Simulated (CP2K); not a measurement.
Two runs for the C K edge of 2-methylthiopyridine. Run A: CP2K XAS_TDP, all-electron GAPW, PBEh(45%), aug-cc-pVDZ, TDA, no relativity. Run B differs in one setting.

First lines with a strength over 0.0015. A:

```
                     atom  energy (eV)  states  strength, one atom
 C1 (bonded to S and 3 H)       283.69       1              0.0368
                                284.62       1              0.0135
                                284.88       1              0.0017
                                285.25       1              0.0205
                                285.44       1              0.0192
C3 (bonded to C, N and S)       282.57       1              0.0600
                                285.73       1              0.0342
                                286.98       1              0.0065
                                288.29       1              0.0019
                                288.80       1              0.0017
 C4 (bonded to 2 C and H)       281.42       1              0.0477
                                284.43       1              0.0124
                                285.28       1              0.0023
                                286.05       1              0.0030
                                286.10       1              0.0036
 C5 (bonded to 2 C and H)       281.22       1              0.0552
                                284.63       1              0.0117
                                285.93       1              0.0018
                                286.35       1              0.0032
                                286.49       1              0.0019
 C6 (bonded to 2 C and H)       281.53       1              0.0496
                                284.22       1              0.0110
                                285.44       1              0.0017
                                285.87       1              0.0028
                                286.06       1              0.0016
C7 (bonded to C, N and H)       281.71       1              0.0565
                                285.24       1              0.0112
                                286.19       1              0.0028
                                286.70       2              0.0026
                                286.93       1              0.0018
```

B:

```
                     atom  energy (eV)  states  strength, one atom
 C1 (bonded to S and 3 H)       289.64       1              0.0360
                                290.57       1              0.0132
                                290.82       1              0.0017
                                291.20       1              0.0200
                                291.39       1              0.0188
C3 (bonded to C, N and S)       287.64       1              0.0589
                                290.80       1              0.0336
                                292.05       1              0.0064
                                293.36       1              0.0018
                                293.87       1              0.0016
 C4 (bonded to 2 C and H)       287.01       1              0.0467
                                290.03       1              0.0122
                                290.88       1              0.0022
                                291.64       1              0.0030
                                291.70       1              0.0035
 C5 (bonded to 2 C and H)       287.03       1              0.0541
                                290.44       1              0.0115
                                291.74       1              0.0017
                                292.16       1              0.0032
                                292.30       1              0.0018
 C6 (bonded to 2 C and H)       287.24       1              0.0486
                                289.93       1              0.0108
                                291.15       1              0.0017
                                291.58       1              0.0028
                                291.77       1              0.0016
C7 (bonded to C, N and H)       287.38       1              0.0554
                                290.91       1              0.0110
                                291.86       1              0.0028
                                292.36       2              0.0026
                                292.60       1              0.0018
```

Question: Which was it: the functional, the basis, GW2X switched on, scalar relativity switched on?

GW2X switched on. GW2X shifts an atom's lines together and keeps their spacings. Against PBEh(45%) in aug-cc-pVDZ, the leading lines move by +5.95 eV (C1, to 289.64), +5.07 eV (C3, to 287.64), +5.59 eV (C4, to 287.01), +5.81 eV (C5, to 287.03), +5.71 eV (C6, to 287.24) and +5.67 eV (C7, to 287.38).

[Banner, clock and machine lines of the logs are left out without a mark of their own.]

[Logs are printed without paths, hosts, clocks, repeated set-up lines and the standing remarks that a program may print on its own settings, such as how far it seeks lower states.]

[Hosts, paths, dates, database ids (printed as entryN), source tags and the programs' standing remarks are cut or masked in the printed files.]
